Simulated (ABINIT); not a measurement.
# A GW chain in ABINIT: CsGeCl3 (R3m), part 2 of 3

Wanted: ground state, empty states, screening and self-energy for CsGeCl3 (R3m).

ABINIT 10.8.3; LDA and many-body steps on it, plane waves. Known limits of the many-body steps: not at the basis limit; no spin-orbit coupling; coarse k mesh.

So far. Step 2 (Ground state): The gap is direct, at (0.500, 0.500, 0.500).

## (3) Bands along the symmetry lines

Level of this step: DFT, LDA, plane waves, norm-conserving pseudopotentials (ABINIT).

The cheap functional maps the bands first; the places of the edges decide which points the dearer methods must see.

File run.abi:

```
acell 3*1.0 Angstrom
rprim 
  3.846816390705 2.220960478697 3.178300533600
  -3.846816390705 2.220960478697 3.178300533600
  0.000000000000 -4.441920957394 3.178300533600
ntypat 3
znucl 55 32 17
natom 5
typat 1 2 3 3 3
xred 
  0.998403350000 0.998403350000 0.998403350000
  0.515533150000 0.515533150000 0.515533150000
  0.496712670000 0.496712670000 0.948638170000
  0.496712670000 0.948638170000 0.496712670000
  0.948638170000 0.496712670000 0.496712670000
pp_dirpath "pseudos"
pseudos "Cs.upf, Ge.upf, Cl.upf"
ecut 56
iscf -2
irdden 1
kptopt 0
nkpt 59
kpt 
  0.00000000 0.00000000 0.00000000
  0.06250000 0.06250000 0.06250000
  0.12500000 0.12500000 0.12500000
  0.18750000 0.18750000 0.18750000
  0.25000000 0.25000000 0.25000000
  0.31250000 0.31250000 0.31250000
  0.37500000 0.37500000 0.37500000
  0.43750000 0.43750000 0.43750000
  0.50000000 0.50000000 0.50000000
  0.50097453 0.49902547 0.50000000
  0.50194906 0.49805094 0.50000000
  0.50292359 0.49707641 0.50000000
  0.50389812 0.49610188 0.50000000
  0.50487265 0.49512735 0.50000000
  0.50584718 0.49415282 0.50000000
  0.50682171 0.49317829 0.50000000
  0.50779624 0.49220376 0.50000000
  0.50000000 -0.49220376 0.49220376
  0.50000000 -0.43067829 0.43067829
  0.50000000 -0.36915282 0.36915282
  0.50000000 -0.30762735 0.30762735
  0.50000000 -0.24610188 0.24610188
  0.50000000 -0.18457641 0.18457641
  0.50000000 -0.12305094 0.12305094
  0.50000000 -0.06152547 0.06152547
  0.50000000 0.00000000 0.00000000
  0.43750000 0.00000000 0.00000000
  0.37500000 0.00000000 0.00000000
  0.31250000 0.00000000 0.00000000
  0.25000000 0.00000000 0.00000000
  0.18750000 0.00000000 0.00000000
  0.12500000 0.00000000 0.00000000
  0.06250000 0.00000000 0.00000000
  0.00000000 0.00000000 0.00000000
  0.06201273 -0.06201273 0.00000000
  0.12402547 -0.12402547 0.00000000
  0.18603821 -0.18603821 0.00000000
  0.24805094 -0.24805094 0.00000000
  0.31006367 -0.31006367 0.00000000
  0.37207641 -0.37207641 0.00000000
  0.43408915 -0.43408915 0.00000000
  0.49610188 -0.49610188 -0.00000000
  0.50389812 0.00000000 0.49610188
  0.50341086 0.00000000 0.49658915
  0.50292359 0.00000000 0.49707641
  0.50243633 0.00000000 0.49756367
  0.50194906 0.00000000 0.49805094
  0.50146179 0.00000000 0.49853821
  0.50097453 0.00000000 0.49902547
  0.50048726 0.00000000 0.49951273
  0.50000000 0.00000000 0.50000000
  0.43750000 0.00000000 0.43750000
  0.37500000 0.00000000 0.37500000
  0.31250000 0.00000000 0.31250000
  0.25000000 0.00000000 0.25000000
  0.18750000 0.00000000 0.18750000
  0.12500000 0.00000000 0.12500000
  0.06250000 0.00000000 0.06250000
  0.00000000 0.00000000 0.00000000
istwfk *1
nband 33
nbdbuf 2
tolwfr 1e-08
nstep 40
prtwf 0
prtvol 0
indata_prefix "in"
outdata_prefix "out"
tmpdata_prefix "tmp"
```

Run with:

```sh
$ OMP_NUM_THREADS=1 mpirun -n 8 abinit run.abi > log
```

Numbers of over 12 decimals in the logs are rounded to 6 here.

Output:

```text
.Version 10.8.3 of ABINIT. v10.8.2 released Aug 2026.

 Symmetries : space group R3 m (#160); Bravais hR (rhombohedral)
[... echo of the input left out ...]
== DATASET  1 ==================================================================
-   mpi_nproc: 8, omp_nthreads: 1 (-1 if OMP is not activated)

--- !DatasetInfo
iteration_state: {dtset: 1, }
dimensions: {natom: 5, nkpt: 59, mband: 33, nsppol: 1, nspinor: 1, nspden: 1, mpw: 22083, }
cutoff_energies: {ecut:  56.0, pawecutdg:  -1.0, }
electrons: {nelect:   5.20000000E+01, charge:   0.00000000E+00, occopt:   1.00000000E+00, tsmear:   1.00000000E-02, }

 Real(R)+Recip(G) space primitive vectors, cartesian coordinates (Bohr,Bohr^-1):
 R(1)=  7.2694294  4.1970070  6.0061176  G(1)=  0.0687812  0.0397108  0.0554990
 R(2)= -7.2694294  4.1970070  6.0061176  G(2)= -0.0687812  0.0397108  0.0554990
 R(3)=  0.0000000 -8.3940141  6.0061176  G(3)=  0.0000000 -0.0794217  0.0554990
 Unit cell volume ucvol=  1.0994743E+03 bohr^3
 Angles (23,13,12)=  8.95462282E+01  8.95462282E+01  8.95462282E+01 degrees

 getcut: wavevector=  0.0000  0.0000  0.0000  ngfft=  72  72  72
         ecut(hartree)=     56.000   => boxcut(ratio)=   2.07090

--- Pseudopotential description ------------------------------------------------
- Cs Generated using ONCVPSP code by D. R. Hamann
- 55.00000   9.00000  201201                  znucl, zion, pspdat
12 -1012 3 -1 2328                            pspcod,pspxc,lmax,lloc,mmax
     nproj     2     2     2     2
  pspatm : epsatm=   21.68725381
         --- l  ekb(1:nproj) -->
             0    6.247599    0.778427
             1    6.343167    0.797067
             2    3.778962    0.917083
[...]
pspatm: atomic psp has been read  and splines computed

- Ge Generated using ONCVPSP code by D. R. Hamann
- 32.00000  22.00000  201201                  znucl, zion, pspdat
12 -1012 2 -1 1524                            pspcod,pspxc,lmax,lloc,mmax
     nproj     2     2     2     0
  pspatm : epsatm=   22.63792625
         --- l  ekb(1:nproj) -->
[...]
pspatm: atomic psp has been read  and splines computed

- Cl Generated using ONCVPSP code by D. R. Hamann
- 17.00000   7.00000  180309                  znucl, zion, pspdat
12 -1012 2 -1 1016                            pspcod,pspxc,lmax,lloc,mmax
     nproj     2     2     2     0
  pspatm : epsatm=    8.88507506
         --- l  ekb(1:nproj) -->
[...]
pspatm: atomic psp has been read  and splines computed

--------------------------------------------------------------------------------

================================================================================
 prteigrs : about to open file out_EIG
 Non-SCF case, kpt    1 (  0.00000  0.00000  0.00000), residuals and eigenvalues=
  8.59E-09  3.11E-09  8.74E-09  8.35E-09  4.03E-09  6.47E-09  2.74E-09  7.32E-09
[...]
Non-SCF case, kpt   58 (  0.06250  0.00000  0.06250), residuals and eigenvalues=
[...]
Non-SCF case, kpt   59 (  0.00000  0.00000  0.00000), residuals and eigenvalues=
[...]
-1.1039E-01 -7.8766E-02 -2.9796E-02 -2.9796E-02 -2.3156E-02 -1.9345E-02
 -1.9345E-02 -1.2493E-02  1.9037E-01  2.2266E-01  2.2266E-01  2.4897E-01
[...]
--- !ResultsGS
iteration_state: {dtset: 1, }
comment   : Summary of ground state results
lattice_vectors:
- [  7.2694294,   4.1970070,   6.0061176, ]
- [ -7.2694294,   4.1970070,   6.0061176, ]
- [  0.0000000,  -8.3940141,   6.0061176, ]
lattice_lengths: [  10.32148,   10.32148,   10.32148, ]
lattice_angles: [ 89.546,  89.546,  89.546, ] # degrees, (23, 13, 12)
lattice_volume:   1.0994743E+03
convergence: {deltae:  0.000E+00, res2:  0.000E+00, residm:  9.989E-09, diffor:  0.000E+00, }
etotal    :  -3.52333573E+02
entropy   :   0.00000000E+00
fermie    :   7.19808040E-02
cartesian_stress_tensor: null
pressure_GPa: null
xred      :
- [  9.9840E-01,   9.9840E-01,   9.9840E-01, Cs]
- [  5.1553E-01,   5.1553E-01,   5.1553E-01, Ge]
- [  4.9671E-01,   4.9671E-01,   9.4864E-01, Cl]
- [  4.9671E-01,   9.4864E-01,   4.9671E-01, Cl]
- [  9.4864E-01,   4.9671E-01,   4.9671E-01, Cl]
cartesian_forces: null
force_length_stats: {min: null, max: null, mean: null, }

 Integrated electronic density in atomic spheres:
 ------------------------------------------------
 Atom  Sphere_radius  Integrated_density
[...]
================================================================================

 ----iterations are completed or convergence reached----

 Mean square residual over all n,k,spin=   66.692E-10; max=  99.893E-10
 reduced coordinates (array xred) for    5 atoms
[...]
0.496712670000      0.948638170000      0.496712670000
       0.948638170000      0.496712670000      0.496712670000

 cartesian coordinates (angstrom) at end:
    1      0.000000     0.000000     9.519678
    2     -0.000000     0.000000     4.915558
    3     -0.000000    -2.007417     6.172461
    4     -1.738474     1.003709     6.172461
    5      1.738474     1.003709     6.172461
 length scales=  1.889726125908  1.889726125908  1.889726125908 bohr
              =  1.000000000000  1.000000000000  1.000000000000 angstroms
 prteigrs : about to open file out_EIG
 Eigenvalues (hartree) for nkpt=  59  k points:
 kpt#   1, nband= 33, wtk=  1.00000, kpt=  0.0000  0.0000  0.0000 (reduced coord)
[...]
kpt#   2, nband= 33, wtk=  1.00000, kpt=  0.0625  0.0625  0.0625 (reduced coord)
[...]
kpt#   3, nband= 33, wtk=  1.00000, kpt=  0.1250  0.1250  0.1250 (reduced coord)
[...]
kpt#  58, nband= 33, wtk=  1.00000, kpt=  0.0625  0.0000  0.0625 (reduced coord)
[...]
0.28107
 kpt#  59, nband= 33, wtk=  1.00000, kpt=  0.0000  0.0000  0.0000 (reduced coord)
[...]
-0.19166   -0.11039   -0.11039   -0.07877   -0.02980   -0.02980   -0.02316   -0.01935
  -0.01935   -0.01249    0.19037    0.22266    0.22266    0.24897    0.25604    0.25604
   0.28654

== END DATASET(S) ==============================================================
================================================================================

 -outvars: echo values of variables after computation  --------
            nband          33
             nkpt          59
          spgroup         160
 [... the other variables as echoed above ...]

 Calculation completed.
```

The job ended after 2.7 min (8 MPI ranks of Arm Neoverse V2, shared host; peak memory 1.5 GiB; 21 min of CPU time).

This step gave:

| Item | Value |
| --- | --- |
| gap | 1.975 eV |
| k of the valence top | 0.5, 0.5, 0.5 |
| k of the conduction bottom | 0.5078, 0.4922, 0.5 |
| least direct gap | 1.977 eV |

The gap is 1.975 eV, −0.002 eV from the run before at this level.

Electronic bands along the path, in eV, zero at the top of the highest filled band:

```csv
point,band 23,band 24,band 25,band 26,band 27,band 28,band 29,band 30
Γ,-2.59,-2.49,-2.49,-2.30,3.22,4.10,4.10,4.82
halfway,-2.43,-2.43,-2.38,-1.67,3.66,3.66,3.79,4.59
T,-2.21,-2.21,-2.15,0.00,1.98,1.98,2.00,5.07
halfway,-2.21,-2.21,-2.15,0.00,1.98,1.98,2.00,5.07
H2,-2.21,-2.21,-2.15,0.00,1.98,1.98,2.00,5.07
jump to H0,-2.21,-2.21,-2.15,0.00,1.98,1.98,2.00,5.07
halfway,-2.56,-2.46,-2.33,-1.04,2.40,3.59,3.73,5.09
L,-2.73,-2.62,-2.60,-1.57,2.82,4.54,5.03,5.18
halfway,-2.68,-2.60,-2.53,-2.06,3.77,4.23,4.51,4.59
Γ,-2.59,-2.49,-2.49,-2.30,3.22,4.10,4.10,4.82
halfway,-2.80,-2.56,-2.49,-1.77,3.83,4.03,4.50,4.89
S0,-2.68,-2.66,-2.19,-0.74,2.36,2.46,4.87,5.39
jump to S2,-2.68,-2.66,-2.19,-0.74,2.36,2.46,4.87,5.39
halfway,-2.68,-2.66,-2.19,-0.74,2.36,2.46,4.87,5.39
F,-2.68,-2.66,-2.19,-0.74,2.36,2.46,4.87,5.39
halfway,-2.67,-2.56,-2.39,-1.85,3.92,3.93,4.30,4.89
Γ,-2.59,-2.49,-2.49,-2.30,3.22,4.10,4.10,4.82
```

## (4) Empty states on the mesh, 2×2×2 mesh, 192 bands

The sums over transitions need many empty states on a uniform mesh; this step solves for them.

File run.abi:

```
acell 3*1.0 Angstrom
rprim 
  3.846816390705 2.220960478697 3.178300533600
  -3.846816390705 2.220960478697 3.178300533600
  0.000000000000 -4.441920957394 3.178300533600
ntypat 3
znucl 55 32 17
natom 5
typat 1 2 3 3 3
xred 
  0.998403350000 0.998403350000 0.998403350000
  0.515533150000 0.515533150000 0.515533150000
  0.496712670000 0.496712670000 0.948638170000
  0.496712670000 0.948638170000 0.496712670000
  0.948638170000 0.496712670000 0.496712670000
pp_dirpath "pseudos"
pseudos "Cs.upf, Ge.upf, Cl.upf"
ecut 56
ngkpt 2 2 2
nshiftk 1
shiftk 0 0 0
kptopt 1
chksymbreak 0
iscf -2
irdden 1
istwfk *1
nband 192
nbdbuf 16
tolwfr 1e-09
nstep 60
prtvol 0
indata_prefix "in"
outdata_prefix "out"
tmpdata_prefix "tmp"
```

Output:

```text
.Version 10.8.3 of ABINIT. v10.8.2 released Aug 2026.

 Symmetries : space group R3 m (#160); Bravais hR (rhombohedral)
[... echo of the input left out ...]
== DATASET  1 ==================================================================
-   mpi_nproc: 8, omp_nthreads: 1 (-1 if OMP is not activated)
-    --> not optimal distribution: autoparal keyword recommended in input file <--

--- !DatasetInfo
iteration_state: {dtset: 1, }
dimensions: {natom: 5, nkpt: 4, mband: 192, nsppol: 1, nspinor: 1, nspden: 1, mpw: 22041, }
cutoff_energies: {ecut:  56.0, pawecutdg:  -1.0, }
electrons: {nelect:   5.20000000E+01, charge:   0.00000000E+00, occopt:   1.00000000E+00, tsmear:   1.00000000E-02, }

 Real(R)+Recip(G) space primitive vectors, cartesian coordinates (Bohr,Bohr^-1):
 R(1)=  7.2694294  4.1970070  6.0061176  G(1)=  0.0687812  0.0397108  0.0554990
 R(2)= -7.2694294  4.1970070  6.0061176  G(2)= -0.0687812  0.0397108  0.0554990
 R(3)=  0.0000000 -8.3940141  6.0061176  G(3)=  0.0000000 -0.0794217  0.0554990
 Unit cell volume ucvol=  1.0994743E+03 bohr^3
 Angles (23,13,12)=  8.95462282E+01  8.95462282E+01  8.95462282E+01 degrees

 getcut: wavevector=  0.0000  0.0000  0.0000  ngfft=  72  72  72
         ecut(hartree)=     56.000   => boxcut(ratio)=   2.07090

--- Pseudopotential description ------------------------------------------------
- Cs Generated using ONCVPSP code by D. R. Hamann
- 55.00000   9.00000  201201                  znucl, zion, pspdat
12 -1012 3 -1 2328                            pspcod,pspxc,lmax,lloc,mmax
     nproj     2     2     2     2
  pspatm : epsatm=   21.68725381
         --- l  ekb(1:nproj) -->
             0    6.247599    0.778427
             1    6.343167    0.797067
             2    3.778962    0.917083
[...]
pspatm: atomic psp has been read  and splines computed

- Ge Generated using ONCVPSP code by D. R. Hamann
- 32.00000  22.00000  201201                  znucl, zion, pspdat
12 -1012 2 -1 1524                            pspcod,pspxc,lmax,lloc,mmax
     nproj     2     2     2     0
  pspatm : epsatm=   22.63792625
         --- l  ekb(1:nproj) -->
[...]
pspatm: atomic psp has been read  and splines computed

- Cl Generated using ONCVPSP code by D. R. Hamann
- 17.00000   7.00000  180309                  znucl, zion, pspdat
12 -1012 2 -1 1016                            pspcod,pspxc,lmax,lloc,mmax
     nproj     2     2     2     0
  pspatm : epsatm=    8.88507506
         --- l  ekb(1:nproj) -->
[...]
pspatm: atomic psp has been read  and splines computed

--------------------------------------------------------------------------------

================================================================================
 prteigrs : about to open file out_EIG
 Non-SCF case, kpt    1 (  0.00000  0.00000  0.00000), residuals and eigenvalues=
  5.84E-10  7.03E-10  2.35E-10  1.86E-10  2.29E-10  3.64E-10  1.86E-10  3.62E-10
  3.24E-10  1.00E-10  7.24E-10  1.17E-10  7.07E-10  9.09E-10  1.91E-10  7.84E-10
  6.58E-10  8.27E-11  3.68E-10  3.95E-10  8.66E-11  4.45E-10  9.54E-10  1.08E-10
[...]
-5.9101E+00 -3.9867E+00 -3.9867E+00 -3.9853E+00 -8.3432E-01 -8.3432E-01
 -8.3292E-01 -8.3292E-01 -8.3209E-01 -7.0671E-01 -4.9768E-01 -4.6637E-01
 -4.6637E-01 -2.2011E-01 -2.1994E-01 -2.1994E-01 -1.9166E-01 -1.1039E-01
[...]
1.8552E+00  1.8715E+00  1.8816E+00  1.8816E+00  1.9015E+00  1.9015E+00
  1.9139E+00  1.9231E+00  1.9484E+00  1.9489E+00  1.9708E+00  1.9739E+00
 prteigrs : prtvol=0 or 1, do not print more k-points.

--- !ResultsGS
iteration_state: {dtset: 1, }
comment   : Summary of ground state results
lattice_vectors:
- [  7.2694294,   4.1970070,   6.0061176, ]
- [ -7.2694294,   4.1970070,   6.0061176, ]
- [  0.0000000,  -8.3940141,   6.0061176, ]
lattice_lengths: [  10.32148,   10.32148,   10.32148, ]
lattice_angles: [ 89.546,  89.546,  89.546, ] # degrees, (23, 13, 12)
lattice_volume:   1.0994743E+03
convergence: {deltae:  0.000E+00, res2:  0.000E+00, residm:  9.992E-10, diffor:  0.000E+00, }
etotal    :  -3.52333573E+02
entropy   :   0.00000000E+00
fermie    :   7.19808040E-02
cartesian_stress_tensor: null
pressure_GPa: null
xred      :
- [  9.9840E-01,   9.9840E-01,   9.9840E-01, Cs]
- [  5.1553E-01,   5.1553E-01,   5.1553E-01, Ge]
- [  4.9671E-01,   4.9671E-01,   9.4864E-01, Cl]
- [  4.9671E-01,   9.4864E-01,   4.9671E-01, Cl]
- [  9.4864E-01,   4.9671E-01,   4.9671E-01, Cl]
cartesian_forces: null
force_length_stats: {min: null, max: null, mean: null, }

 Integrated electronic density in atomic spheres:
 ------------------------------------------------
 Atom  Sphere_radius  Integrated_density
[...]
================================================================================

 ----iterations are completed or convergence reached----

 Mean square residual over all n,k,spin=   47.681E-11; max=  99.920E-11
 reduced coordinates (array xred) for    5 atoms
[...]
0.496712670000      0.948638170000      0.496712670000
       0.948638170000      0.496712670000      0.496712670000

 cartesian coordinates (angstrom) at end:
    1      0.000000     0.000000     9.519678
    2     -0.000000     0.000000     4.915558
    3     -0.000000    -2.007417     6.172461
    4     -1.738474     1.003709     6.172461
    5      1.738474     1.003709     6.172461
 length scales=  1.889726125908  1.889726125908  1.889726125908 bohr
              =  1.000000000000  1.000000000000  1.000000000000 angstroms
 prteigrs : about to open file out_EIG
 Eigenvalues (hartree) for nkpt=   4  k points:
 kpt#   1, nband=192, wtk=  0.12500, kpt=  0.0000  0.0000  0.0000 (reduced coord)
[...]
1.82471    1.83782    1.85296    1.85522    1.85522    1.87147    1.88158    1.88158
   1.90149    1.90149    1.91386    1.92308    1.94842    1.94891    1.97079    1.97390
 prteigrs : prtvol=0 or 1, do not print more k-points.

== END DATASET(S) ==============================================================
================================================================================

 -outvars: echo values of variables after computation  --------
            nband         192
             nkpt           4
          spgroup         160
 [... the other variables as echoed above ...]

 Calculation completed.
```

Wall time 2.7 min (8 MPI ranks); peak memory 1.1 GiB; 22 min of CPU time.

Numbers from this step:

```
gap                                                           : 1.977 eV
k of the valence top                                          : 0.5, 0.5, 0.5
k of the conduction bottom                                    : 0.5, 0.5, 0.5
least direct gap                                              : 1.977 eV
k points computed                                             : 4
lowest point of the top converged band, above the valence top : 47.69 eV
```

On this mesh the gap is 1.977 eV.

## (5) Screening, 2×2×2 mesh, 176 bands, screening to 130.6 eV

The RPA dielectric matrix is built and inverted for each q.

This step: RPA screening on LDA, plane waves, norm-conserving pseudopotentials.

Edit run.abi of step 4 so:

```diff
@@ -23,10 +23,11 @@
 chksymbreak 0
-iscf -2
-irdden 1
 istwfk *1
-nband 192
-nbdbuf 16
-tolwfr 1e-09
-nstep 60
-prtvol 0
+occopt 1
+irdwfk 1
+optdriver 3
+nband 176
+ecuteps 4.8
+inclvkb 2
+awtr 1
+symchi 1
 indata_prefix "in"
```

Output:

```text
.Version 10.8.3 of ABINIT. v10.8.2 released Aug 2026.

 Symmetries : space group R3 m (#160); Bravais hR (rhombohedral)
[... echo of the input left out ...]
== DATASET  1 ==================================================================
-   mpi_nproc: 8, omp_nthreads: 1 (-1 if OMP is not activated)

--- !DatasetInfo
iteration_state: {dtset: 1, }
dimensions: {natom: 5, nkpt: 4, mband: 176, nsppol: 1, nspinor: 1, nspden: 1, mpw: 22041, }
cutoff_energies: {ecut:  56.0, pawecutdg:  -1.0, }
electrons: {nelect:   5.20000000E+01, charge:   0.00000000E+00, occopt:   1.00000000E+00, tsmear:   1.00000000E-02, }

 SCREENING: Calculation of the susceptibility and dielectric matrices

 Based on a program developped by R.W. Godby, V. Olevano, G. Onida, and L. Reining.
 Incorporated in ABINIT by V. Olevano, G.-M. Rignanese, and M. Torrent.
.Using double precision arithmetic ; gwpc =  8

[... cell and pseudopotentials left out ...]
--------------------------------------------------------------------------------

 ==== K-mesh for the wavefunctions ====
 Number of points in the irreducible wedge :     4
[... list of points left out ...]
 Together with  6 symmetry operations and time-reversal symmetry
 yields     8 points in the full Brillouin Zone.

 ==== Q-mesh for the screening function ====
 Number of points in the irreducible wedge :     4
[... list of points left out ...]
 Together with  6 symmetry operations and time-reversal symmetry
 yields     8 points in the full Brillouin Zone.

 setmesh: FFT mesh size selected  =    45x   45x   45
          total number of points  =        91125

 vcoul_init : cutoff-mode = AUXILIARY_FUNCTION
 q-points for optical limit:   1
     1)      0.000010    0.000020    0.000030

- screening: taking advantage of time-reversal symmetry
- Maximum band index for partially occupied states nbvw = 26
- Remaining bands to be divided among processors   nbcw = 150
- Number of bands treated by each node ~18

 Number of electrons calculated from density =   52.0000; Expected =   52.0000
 average of density, n =  0.047295
 r_s =    1.7154
 omega_plasma =   20.9780 [eV]

 calculating chi0 at frequencies [eV] :
  1    0.000000E+00    0.000000E+00
  2    0.000000E+00    2.097803E+01

--------------------------------------------------------------------------------
  q-point number  1        q = ( 0.000000, 0.000000, 0.000000) [r.l.u.]
--------------------------------------------------------------------------------
[... chi0 elements left out ...]
 For q-point:  0.000010 0.000020 0.000030
  dielectric constant =   5.9633
  dielectric constant without local fields =   7.2310

  Average fulfillment of the sum rule on Im[epsilon] for q-point    1 :     51.53  [%]
[... wings left out ...]
  q-point number  2        q = ( 0.500000, 0.000000, 0.000000) [r.l.u.]
--------------------------------------------------------------------------------
[... chi0 elements left out ...]
  Average fulfillment of the sum rule on Im[epsilon] for q-point    2 :     55.56  [%]

 [... 2 further q-points ...]
```

Wall time 53 s (8 MPI ranks); peak memory 4.8 GiB; 7.1 min of CPU time.

This step gave:

```yaml
eps_infinity_with_local_fields_on_this_mesh_along_the_program_s_q_direction: 5.963
the_same_without_local_fields: 7.231
plasma_frequency: 20.98 eV
plane_waves_in_the_screening_matrix: 527
```

Local fields lower ε∞ by 18 %. On a Γ-centred mesh this coarse the value itself is usually too large, while a short band sum pulls it down.

[end of part 2 of 3]

[Paths, hosts, dates, memory and timing lines, banners, echoed tables and standing remarks are left out of the program output.]

[Logs are printed without paths, hosts, clocks, repeated set-up lines and the standing remarks that a program may print on its own settings, such as how far it seeks lower states.]

[Runs of the session that timed out or met a known fault of the program may be left out.]

[Hosts, paths, dates, database ids (printed as entryN), source tags and the programs' standing remarks are cut or masked in the printed files.]

[G0W0 gaps are taken among the corrected bands and points alone; a level outside them can change the order at an edge.]

[Where Ansatz stands beside ABINIT at settings called matched, ABINIT's density can come from a denser mesh and the files from another edition; pairs whose starting gaps differed by over 0.03 eV were left out, so agreement reads better than it is.]
